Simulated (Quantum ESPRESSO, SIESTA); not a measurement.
# Equation of state of hcp Ru at PBEsol: programs compared

Aim: the equation of state of hcp Ru at PBEsol, from a volume scan solved by several programs.

Values are calculated unless marked as measured.

**What experiment says.**

For Ru, hcp (Ru grains in He, ruby gauge, 300 K), “Thermal equation of state of ruthenium characterized by resistively heated diamond anvil cell” (2019, pmc:6783540) gives, by XRD compression curve to 151 GPa: bulk modulus (K0, Rydberg-Vinet EoS) 319.1 ± 0.9 GPa [zero-pressure value from Vinet fit to compression curve; correlated with K0' and …]; bulk modulus (K0, third-order Birch-Murnaghan EoS) 323.4 ± 1.1 GPa [zero-pressure value from BM3 fit to compression curve; correlated with K0' and dependent …].

### Step 1. Set-up

The cell holds 2 atoms (2 Ru). It starts from typed lattice constants, and its volume is changed by -8 to +8 %. At each volume the reference relaxes cell shape and atoms, and all levels then solve that geometry.

### Step 2. One input

Quantum ESPRESSO 7.5: Kohn-Sham DFT, PBEsol, GBRV 1.5 ultrasoft pseudopotentials, plane waves. Its pw.in for the cell at -4 %:

```
&control
  calculation = 'scf'
  pseudo_dir = './pseudo'
  outdir = './tmp'
  disk_io = 'none'
  tprnfor = .true.
  tstress = .true.
/
&system
  ibrav = 0
  nat = 2
  ntyp = 1
  ecutwfc = 45
  ecutrho = 270
  occupations = 'smearing'
  smearing = 'fd'
  degauss = 0.007350
/
&electrons
  conv_thr = 1.0e-08
  electron_maxstep = 100
  mixing_beta = 0.3
  mixing_mode = 'plain'
  diagonalization = 'david'
/
ATOMIC_SPECIES
Ru 101.070 Ru.upf
CELL_PARAMETERS angstrom
2.68485 -0.00000 -0.00000
-1.34243 2.32515 0.00000
0.00000 0.00000 4.23678
ATOMIC_POSITIONS crystal
Ru 0.00000 0.00001 0.00000
Ru 0.33333 0.66666 0.50000
K_POINTS automatic
13 13 7 0 0 0
```

The job ended after 54 s (2 MPI ranks of Arm Neoverse V1, shared host; peak memory 0.22 GiB).

### Step 3. Programs and settings

| level | basis or training data | k-meshes | runs finished | CPU time | peak memory (GiB) |
| --- | --- | --- | --- | --- | --- |
| QE, PBEsol (reference) | plane waves, GBRV 1.5 ultrasoft, 45/270 Ry | 13×13×7 | 9 of 9 | 16 min | 0.24 |
| SIESTA DZP, PBEsol | DZP orbitals, shift 0.01 Ry, mesh 400 Ry | 13×13×7 | 9 of 9 | 6.9 min | 0.38 |

CPU times are sums over a level's finished runs on a shared host, and rough.

### Step 4. Energy and pressure

Energy over each level's lowest row (meV an atom), then pressure (GPa):

```csv
volume change (%),volume (Å³/atom),"E, QE, PBEsol","E, SIESTA DZP, PBEsol","P, QE, PBEsol","P, SIESTA DZP, PBEsol"
-8,12.673,35.96,42.45,19.04,21.21
-6,12.949,10.76,13.84,10.12,12.49
-4,13.224,0.00,0.00,2.25,3.90
-2,13.500,2.07,0.28,-4.77,-3.74
+0,13.776,15.50,12.07,-11.03,-9.94
+2,14.051,39.02,34.40,-16.44,-15.71
+4,14.327,71.45,66.39,-21.39,-21.15
+6,14.602,111.75,106.54,-25.68,-25.32
+8,14.877,158.99,153.86,-29.47,-29.49
```

### Step 5. Fits

Third-order Birch–Murnaghan fits: the energy is a cubic in V^(−2/3), fitted to the energies of the rows that share one k-mesh, or through its derivative to the printed pressures. A tick marks the fit quoted below: that to energies where it misses by under 0.12 meV an atom, else that to pressures.

| level | fitted to | V0 (Å³/atom) | B0 (GPa) | B′ | r.m.s. miss |
| --- | --- | --- | --- | --- | --- |
| QE, PBEsol | energies, 9 rows ✓ | 13.314 | 346.1 | 4.87 | 0.01 meV/atom |
| QE, PBEsol | pressures, 9 rows | 13.308 | 346.2 | 4.84 | 0.03 GPa |
| SIESTA DZP, PBEsol | energies, 9 rows ✓ | 13.362 | 357.6 | 4.91 | 0.10 meV/atom |
| SIESTA DZP, PBEsol | pressures, 9 rows | 13.365 | 355.2 | 4.77 | 0.20 GPa |

### Step 6. Findings

From its energies, the reference gives V0 = 13.314 Å³ an atom, B0 = 346 GPa and B′ = 4.9. SIESTA DZP, PBEsol (energies) lies +0.36 % from it in volume and +3.3 % in bulk modulus. Where both fits stand, they agree on V0 within 0.3 %. The ratio of the third cell edge to the first goes from 1.581 at -8 % to 1.568 at +8 %.

Calculation against experiment:

| quantity | measured | QE, PBEsol | SIESTA DZP, PBEsol |
| --- | --- | --- | --- |
| bulk modulus (GPa) | 319.1 | 346 (+8.5 %) | 358 (+12.1 %) |
| bulk modulus (GPa) | 323.4 | 346 (+7.0 %) | 358 (+10.6 %) |

Measured values from pmc:6783540 (2019).

**Against experiment.** The reference's bulk modulus lies +8.5 % from the measured 319.1 GPa, the other levels' +12.1 %. The reference's bulk modulus lies +7.0 % from the measured 323.4 GPa, the other levels' +10.6 %. The grades are ours: good and fair within 5 and 12 % for the bulk modulus. Zero-point motion and thermal motion (measured at up to 300 K) are not in the computed bulk modulus.

**Limits.** The nuclei are static, without zero-point or thermal motion. Spin–orbit coupling is left out. SIESTA's automatically made basis is far from complete, and its potentials were converted by us (checked for H, C, O, Si, Ge and Ca alone). The DFT runs use Fermi–Dirac occupations of width 0.1 eV, and energies are free energies.

[Logs are printed without paths, hosts, clocks, repeated set-up lines and the standing remarks that a program may print on its own settings, such as how far it seeks lower states.]

[Hosts, paths, dates, database ids (printed as entryN), source tags and the programs' standing remarks are cut or masked in the printed files.]
